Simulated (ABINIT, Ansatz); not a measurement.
**GaN (P6_3mc): G0W0 on several meshes in ABINIT**

Aim: the GW shift of GaN (P6_3mc) against the k mesh.

Calculated with ABINIT 10.8.3; LDA and many-body steps on it, plane waves.

The database entry behind the starting cell differs from later determinations by our own check (about 0.3 % short, ideal inner coordinate), so it need not match the best structure at ambient conditions.

**1. Starting point**

It takes space group P6_3mc (No. 186, hexagonal). The conventional cell has a = 3.180 Å, b = 3.180 Å, c = 5.166 Å, α = 90.00°, β = 90.00°, γ = 120.00°. Nearest to Ga lie 4 N at 1.94 to 1.95 Å. Nearest to N lie 4 Ga at 1.94 to 1.95 Å. Farther neighbours and most contacts between anions are not listed.

The cell and positions come from the Crystallography Open Database and are kept as given unless a step says otherwise.

**2. Empty states on the mesh, 3×3×2 mesh, 161 bands**

This step: ABINIT 10.8.3; DFT, LDA, plane waves, norm-conserving pseudopotentials.

The sums over transitions need many empty states on a uniform mesh; this step solves for them.

Input file run.abi:

```
acell 3*1.0 Angstrom
rprim 
  3.179999999980 0.000000000005 0.000000000000
  -1.589999999994 2.753960784015 0.000000000000
  0.000000000000 0.000000000000 5.166000000000
ntypat 2
znucl 31 7
natom 4
typat 1 1 2 2
xred 
  0.333333333333 0.666666666667 0.000000000000
  0.666666666667 0.333333333333 0.500000000000
  0.333333333333 0.666666666667 0.375000000000
  0.666666666667 0.333333333333 0.875000000000
pp_dirpath "pseudos"
pseudos "Ga.upf, N.upf"
ecut 36
ngkpt 3 3 2
nshiftk 1
shiftk 0 0 0
kptopt 1
chksymbreak 0
irdden 1
istwfk *1
nband 161
prtvol 0
optdriver 6
gwr_task "HDIAGO"
paral_kgb 0
occopt 1
indata_prefix "in"
outdata_prefix "out"
tmpdata_prefix "tmp"
```

Command:

```bash
OMP_NUM_THREADS=1 mpirun -n 4 abinit run.abi > log
```

Numbers of over 12 decimals in the logs are rounded to 6 here.

Output:

```text
.Version 10.8.3 of ABINIT. v10.8.2 released Aug 2026.

 Symmetries : space group P6_3 m c (#186); Bravais hP (primitive hexag.)
[... echo of the input left out ...]
== DATASET  1 ==================================================================
-   mpi_nproc: 4, omp_nthreads: 1 (-1 if OMP is not activated)

--- !DatasetInfo
iteration_state: {dtset: 1, }
dimensions: {natom: 4, nkpt: 6, mband: 161, nsppol: 1, nspinor: 1, nspden: 1, mpw: 3162, }
cutoff_energies: {ecut:  36.0, pawecutdg:  -1.0, }
[...]
Direct band gap semiconductor
 Fundamental gap:     2.009 (eV)
   VBM:     5.109 (eV) at k: [ 0.0000E+00,  0.0000E+00,  0.0000E+00]
   CBM:     7.118 (eV) at k: [ 0.0000E+00,  0.0000E+00,  0.0000E+00]
 Direct gap:         2.009 (eV) at k: [ 0.0000E+00,  0.0000E+00,  0.0000E+00]

== END DATASET(S) ==============================================================
================================================================================

 -outvars: echo values of variables after computation  --------
           etotal      0.0000000000E+00
            nband         161
             nkpt           6
          spgroup         186
 [... the other variables as echoed above ...]

 Calculation completed.
```

Wall time 42 s (4 MPI ranks of Arm Neoverse V2, shared host); peak memory 2.4 GiB; 2.8 min of CPU time.

Numbers from this step:

| Property | Result |
| --- | --- |
| gap | 2.009 eV |
| k of the valence top | 0, 0, 0 |
| k of the conduction bottom | 0, 0, 0 |
| least direct gap | 2.009 eV |
| k points computed | 6 |
| lowest point of the top converged band, above the valence top | 109.3194 eV |

On this mesh the gap is 2.009 eV.

The density comes from a self-consistent run that is not shown.

**3. Screening, 3×3×2 mesh, 73 bands, screening to 141.5 eV**

The RPA dielectric matrix is built and inverted for each q.

This step: RPA screening on LDA, plane waves, norm-conserving pseudopotentials.

Edit run.abi of step 2 so:

```diff
@@ -22,10 +22,11 @@
 chksymbreak 0
-irdden 1
 istwfk *1
-nband 161
-prtvol 0
-optdriver 6
-gwr_task "HDIAGO"
-paral_kgb 0
 occopt 1
+irdwfk 1
+optdriver 3
+nband 73
+ecuteps 5.2
+inclvkb 2
+awtr 1
+symchi 1
 indata_prefix "in"
```

Output:

```text
.Version 10.8.3 of ABINIT. v10.8.2 released Aug 2026.

 Symmetries : space group P6_3 m c (#186); Bravais hP (primitive hexag.)
[... echo of the input left out ...]
== DATASET  1 ==================================================================
-   mpi_nproc: 4, omp_nthreads: 1 (-1 if OMP is not activated)

--- !DatasetInfo
iteration_state: {dtset: 1, }
dimensions: {natom: 4, nkpt: 6, mband: 73, nsppol: 1, nspinor: 1, nspden: 1, mpw: 3162, }
cutoff_energies: {ecut:  36.0, pawecutdg:  -1.0, }
electrons: {nelect:   3.60000000E+01, charge:   0.00000000E+00, occopt:   1.00000000E+00, tsmear:   1.00000000E-02, }

 SCREENING: Calculation of the susceptibility and dielectric matrices

 Based on a program developped by R.W. Godby, V. Olevano, G. Onida, and L. Reining.
 Incorporated in ABINIT by V. Olevano, G.-M. Rignanese, and M. Torrent.
.Using double precision arithmetic ; gwpc =  8

[... cell and pseudopotentials left out ...]
--------------------------------------------------------------------------------

 ==== K-mesh for the wavefunctions ====
 Number of points in the irreducible wedge :     6
[... list of points left out ...]
 Together with 12 symmetry operations and time-reversal symmetry
 yields    18 points in the full Brillouin Zone.

 ==== Q-mesh for the screening function ====
 Number of points in the irreducible wedge :     6
[... list of points left out ...]
 Together with 12 symmetry operations and time-reversal symmetry
 yields    18 points in the full Brillouin Zone.

 setmesh: FFT mesh size selected  =    20x   20x   40
          total number of points  =        16000

 vcoul_init : cutoff-mode = AUXILIARY_FUNCTION
 q-points for optical limit:   1
     1)      0.000010    0.000020    0.000030

- screening: taking advantage of time-reversal symmetry
- Maximum band index for partially occupied states nbvw = 18
- Remaining bands to be divided among processors   nbcw = 55
- Number of bands treated by each node ~13

 Number of electrons calculated from density =   36.0000; Expected =   36.0000
 average of density, n =  0.117914
 r_s =    1.2651
 omega_plasma =   33.1237 [eV]

 calculating chi0 at frequencies [eV] :
  1    0.000000E+00    0.000000E+00
  2    0.000000E+00    3.312371E+01

--------------------------------------------------------------------------------
  q-point number  1        q = ( 0.000000, 0.000000, 0.000000) [r.l.u.]
--------------------------------------------------------------------------------
[... chi0 elements left out ...]
 For q-point:  0.000010 0.000020 0.000030
  dielectric constant =   9.3851
  dielectric constant without local fields =  10.0492

  Average fulfillment of the sum rule on Im[epsilon] for q-point    1 :     45.18  [%]
[... wings left out ...]
  q-point number  2        q = ( 0.333333, 0.000000, 0.000000) [r.l.u.]
--------------------------------------------------------------------------------
[... chi0 elements left out ...]
  Average fulfillment of the sum rule on Im[epsilon] for q-point    2 :     51.39  [%]

 [... 4 further q-points ...]
```

The job ended after 6.6 s (4 MPI ranks; peak memory 0.52 GiB; 26 s of CPU time).

This step gave:

```yaml
eps_infinity_with_local_fields_on_this_mesh_along_the_program_s_q_direction: 9.385
the_same_without_local_fields: 10.05
plasma_frequency: 33.12 eV
plane_waves_in_the_screening_matrix: 161
```

Local fields lower ε∞ by 7 %. On a Γ-centred mesh this coarse the value itself is usually too large, while a short band sum pulls it down.

**4. 3×3×2**

The self-energy is evaluated for the states that the input lists, and the levels follow from it, in one-shot runs by the linearised quasiparticle equation.

This step: G0W0 on LDA, plane waves, norm-conserving pseudopotentials.

Edit run.abi of step 3 so:

```diff
@@ -25,8 +25,15 @@
 irdwfk 1
-optdriver 3
+optdriver 4
 nband 73
+gwcalctyp 0
+ecutsigx 36
+symsigma 1
+nkptgw 1
+kptgw 
+  0.0000000000 0.0000000000 0.0000000000
+bdgw 
+  17 20
 ecuteps 5.2
-inclvkb 2
-awtr 1
-symchi 1
+irdscr 1
+ppmodel 1
 indata_prefix "in"
```

Output:

```text
.Version 10.8.3 of ABINIT. v10.8.2 released Aug 2026.

 Symmetries : space group P6_3 m c (#186); Bravais hP (primitive hexag.)
[... echo of the input left out ...]
== DATASET  1 ==================================================================
-   mpi_nproc: 4, omp_nthreads: 1 (-1 if OMP is not activated)

--- !DatasetInfo
iteration_state: {dtset: 1, }
dimensions: {natom: 4, nkpt: 6, mband: 73, nsppol: 1, nspinor: 1, nspden: 1, mpw: 3162, }
cutoff_energies: {ecut:  36.0, pawecutdg:  -1.0, }
electrons: {nelect:   3.60000000E+01, charge:   0.00000000E+00, occopt:   1.00000000E+00, tsmear:   1.00000000E-02, }

 SIGMA: Calculation of the GW corrections

 Based on a program developped by R.W. Godby, V. Olevano, G. Onida, and L. Reining.
 Incorporated in ABINIT by V. Olevano, G.-M. Rignanese, and M. Torrent.
.Using double precision arithmetic ; gwpc =  8

[... cell and pseudopotentials left out ...]
--------------------------------------------------------------------------------

 ==== K-mesh for the wavefunctions ====
 Number of points in the irreducible wedge :     6
[... list of points left out ...]
 Together with 12 symmetry operations and time-reversal symmetry
 yields    18 points in the full Brillouin Zone.

 ==== Q-mesh for screening function ====
 Number of points in the irreducible wedge :     6
[... list of points left out ...]
 Together with 12 symmetry operations and time-reversal symmetry
 yields    18 points in the full Brillouin Zone.

 vcoul_init : cutoff-mode = AUXILIARY_FUNCTION
 q-points for optical limit:   1
     1)      0.000010    0.000020    0.000030
 setmesh: FFT mesh size selected  =    30x   30x   54
          total number of points  =        48600

 Number of electrons calculated from density =   36.0000; Expected =   36.0000
 average of density, n =  0.117914
 r_s =    1.2651
 omega_plasma =   33.1237 [eV]

 === KS Band Gaps ===
  >>>> For spin  1
   Minimum direct gap =   2.0090 [eV], located at k-point      :   0.0000  0.0000  0.0000
   Fundamental gap    =   2.0090 [eV], Top of valence bands at :   0.0000  0.0000  0.0000
                                       Bottom of conduction at :   0.0000  0.0000  0.0000
 SIGMA fundamental parameters:
 PLASMON POLE MODEL  1
 number of plane-waves for SigmaX                 3153
 number of plane-waves for SigmaC and W            161
 number of plane-waves for wavefunctions          3153
 number of bands                                    73
 number of independent spin polarizations            1
 number of spinorial components                      1
 number of k-points in IBZ                           6
 number of q-points in IBZ                           6
 number of symmetry operations                      12
 number of k-points in BZ                           18
 number of q-points in BZ                           18
 number of frequencies for dSigma/dE                 9
 frequency step for dSigma/dE [eV]                0.25
 number of omega for Sigma on real axis              0
 max omega for Sigma on real axis  [eV]           0.00
 zcut for avoiding poles [eV]                     0.10

 EPSILON^-1 parameters (SCR file):
 dimension of the eps^-1 matrix on file            161
 dimension of the eps^-1 matrix used               161
 number of plane-waves for wavefunctions          3153
 number of bands                                    73
 number of q-points in IBZ                           6
 number of frequencies                               2
 number of real frequencies                          1
 number of imag frequencies                          1

 matrix elements of self-energy operator (all in [eV])

 Perturbative Calculation

--- !SelfEnergy_ee
iteration_state: {dtset: 1, }
kpoint     : [   0.000,    0.000,    0.000, ]
spin       : 1
KS_gap     :    2.009
QP_gap     :    2.486
Delta_QP_KS:    0.477
data: !SigmaeeData |
     Band     E0 <VxcDFT>   SigX SigC(E0)      Z dSigC/dE  Sig(E)    E-E0       E
       17   5.109 -18.269 -21.356   3.601   0.796  -0.256 -17.859   0.410   5.519
       18   5.109 -18.269 -21.356   3.601   0.796  -0.256 -17.859   0.410   5.519
       19   7.118 -14.315  -9.563  -3.667   0.817  -0.223 -13.428   0.887   8.005
       20   9.333 -13.895  -8.401  -4.193   0.827  -0.209 -12.820   1.076  10.409

== END DATASET(S) ==============================================================
================================================================================

 -outvars: echo values of variables after computation  --------
           etotal      0.0000000000E+00
            nband          73
             nkpt           6
          spgroup         186
 [... the other variables as echoed above ...]

 Calculation completed.
```

The job ended after 2.5 s (4 MPI ranks; peak memory 0.12 GiB).

This step gave:

```
G0W0 gap on the points computed              : 2.486 eV
starting gap on the mesh                     : 2.009 eV
k of the valence top                         : 0, 0, 0
k of the conduction bottom                   : 0, 0, 0
Z at the valence top                         : 0.796
Z at the conduction bottom                   : 0.817
least direct G0W0 gap on the computed points : 2.486 eV
```

The gap on the mesh goes from 2.01 eV to 2.49 eV, a correction of +0.48 eV.

**5. Empty states on the mesh, 6×6×4 mesh, 79 bands**

This step: DFT, LDA, plane waves, norm-conserving pseudopotentials.

Edit run.abi of step 4 so:

```diff
@@ -17,3 +17,3 @@
 ecut 36
-ngkpt 3 3 2
+ngkpt 6 6 4
 nshiftk 1
@@ -22,18 +22,10 @@
 chksymbreak 0
+iscf -2
+irdden 1
 istwfk *1
-occopt 1
-irdwfk 1
-optdriver 4
-nband 73
-gwcalctyp 0
-ecutsigx 36
-symsigma 1
-nkptgw 1
-kptgw 
-  0.0000000000 0.0000000000 0.0000000000
-bdgw 
-  17 20
-ecuteps 5.2
-irdscr 1
-ppmodel 1
+nband 79
+nbdbuf 6
+tolwfr 1e-09
+nstep 60
+prtvol 0
 indata_prefix "in"
```

Output:

```text
.Version 10.8.3 of ABINIT. v10.8.2 released Aug 2026.

 Symmetries : space group P6_3 m c (#186); Bravais hP (primitive hexag.)
[... echo of the input left out ...]
== DATASET  1 ==================================================================
-   mpi_nproc: 4, omp_nthreads: 1 (-1 if OMP is not activated)

--- !DatasetInfo
iteration_state: {dtset: 1, }
dimensions: {natom: 4, nkpt: 21, mband: 79, nsppol: 1, nspinor: 1, nspden: 1, mpw: 3168, }
cutoff_energies: {ecut:  36.0, pawecutdg:  -1.0, }
[...]
2.02300    2.02745    2.02745    2.08312    2.08312    2.09012    2.19825    2.19825
   2.22962    2.22962    2.23380    2.23706    2.25012    2.25012    2.30217    2.34862
   2.34862    2.37421    2.39279    2.39279    2.48157    2.48164    2.52379
 prteigrs : prtvol=0 or 1, do not print more k-points.

== END DATASET(S) ==============================================================
================================================================================

 -outvars: echo values of variables after computation  --------
            nband          79
             nkpt          21
          spgroup         186
 [... the other variables as echoed above ...]

 Calculation completed.
```

Wall time 30 s (4 MPI ranks); peak memory 0.33 GiB; 2 min of CPU time.

This step gave:

- gap: 2.009 eV
- k of the valence top: 0, 0, 0
- k of the conduction bottom: 0, 0, 0
- least direct gap: 2.009 eV
- k points computed: 21
- lowest point of the top converged band, above the valence top: 56.2125 eV

On this mesh the gap is 2.009 eV.

**6. Screening, 6×6×4 mesh, 73 bands, screening to 141.5 eV**

This step: RPA screening on LDA, plane waves, norm-conserving pseudopotentials.

Edit run.abi of step 5 so:

```diff
@@ -22,10 +22,11 @@
 chksymbreak 0
-iscf -2
-irdden 1
 istwfk *1
-nband 79
-nbdbuf 6
-tolwfr 1e-09
-nstep 60
-prtvol 0
+occopt 1
+irdwfk 1
+optdriver 3
+nband 73
+ecuteps 5.2
+inclvkb 2
+awtr 1
+symchi 1
 indata_prefix "in"
```

Output:

```text
.Version 10.8.3 of ABINIT. v10.8.2 released Aug 2026.

 Symmetries : space group P6_3 m c (#186); Bravais hP (primitive hexag.)
[... echo of the input left out ...]
== DATASET  1 ==================================================================
-   mpi_nproc: 4, omp_nthreads: 1 (-1 if OMP is not activated)

--- !DatasetInfo
iteration_state: {dtset: 1, }
dimensions: {natom: 4, nkpt: 21, mband: 73, nsppol: 1, nspinor: 1, nspden: 1, mpw: 3168, }
cutoff_energies: {ecut:  36.0, pawecutdg:  -1.0, }
electrons: {nelect:   3.60000000E+01, charge:   0.00000000E+00, occopt:   1.00000000E+00, tsmear:   1.00000000E-02, }

 SCREENING: Calculation of the susceptibility and dielectric matrices

 Based on a program developped by R.W. Godby, V. Olevano, G. Onida, and L. Reining.
 Incorporated in ABINIT by V. Olevano, G.-M. Rignanese, and M. Torrent.
.Using double precision arithmetic ; gwpc =  8

[... cell and pseudopotentials left out ...]
--------------------------------------------------------------------------------

 ==== K-mesh for the wavefunctions ====
 Number of points in the irreducible wedge :    21
[... list of points left out ...]
 Together with 12 symmetry operations and time-reversal symmetry
 yields   144 points in the full Brillouin Zone.

 ==== Q-mesh for the screening function ====
 Number of points in the irreducible wedge :    21
[... list of points left out ...]
 Together with 12 symmetry operations and time-reversal symmetry
 yields   144 points in the full Brillouin Zone.

 setmesh: FFT mesh size selected  =    20x   20x   40
          total number of points  =        16000

 vcoul_init : cutoff-mode = AUXILIARY_FUNCTION
 q-points for optical limit:   1
     1)      0.000010    0.000020    0.000030

- screening: taking advantage of time-reversal symmetry
- Maximum band index for partially occupied states nbvw = 18
- Remaining bands to be divided among processors   nbcw = 55
- Number of bands treated by each node ~13

 Number of electrons calculated from density =   36.0000; Expected =   36.0000
 average of density, n =  0.117914
 r_s =    1.2651
 omega_plasma =   33.1237 [eV]

 calculating chi0 at frequencies [eV] :
  1    0.000000E+00    0.000000E+00
  2    0.000000E+00    3.312371E+01

--------------------------------------------------------------------------------
  q-point number  1        q = ( 0.000000, 0.000000, 0.000000) [r.l.u.]
--------------------------------------------------------------------------------
[... chi0 elements left out ...]
 For q-point:  0.000010 0.000020 0.000030
  dielectric constant =   5.9082
  dielectric constant without local fields =   6.3170

  Average fulfillment of the sum rule on Im[epsilon] for q-point    1 :     45.25  [%]
[... wings left out ...]
  q-point number  2        q = ( 0.166667, 0.000000, 0.000000) [r.l.u.]
--------------------------------------------------------------------------------
[... chi0 elements left out ...]
  Average fulfillment of the sum rule on Im[epsilon] for q-point    2 :     59.34  [%]

 [... 19 further q-points ...]
```

Run time: 93 s. Hardware: 4 MPI ranks; peak memory 1.1 GiB; 6.2 min of CPU time.

This step gave:

| Item | Value |
| --- | --- |
| ε∞ with local fields, on this mesh, along the program's q direction | 5.908 |
| the same without local fields | 6.317 |
| plasma frequency | 33.12 eV |
| plane waves in the screening matrix | 161 |

(Part 1 of 2 ends here.)

[Paths, hosts, dates, memory and timing lines, banners, echoed tables and standing remarks are left out of the program output.]

[Logs are printed without paths, hosts, clocks, repeated set-up lines and the standing remarks that a program may print on its own settings, such as how far it seeks lower states.]

[Runs of the session that timed out or met a known fault of the program may be left out.]

[No measured gap is set beside runs whose start may be inverted or whose files or cutoffs have a known fault.]

[Hosts, paths, dates, database ids (printed as entryN), source tags and the programs' standing remarks are cut or masked in the printed files.]

[G0W0 gaps are taken among the corrected bands and points alone; a level outside them can change the order at an edge.]

[Where Ansatz stands beside ABINIT at settings called matched, ABINIT's density can come from a denser mesh and the files from another edition; pairs whose starting gaps differed by over 0.03 eV were left out, so agreement reads better than it is.]
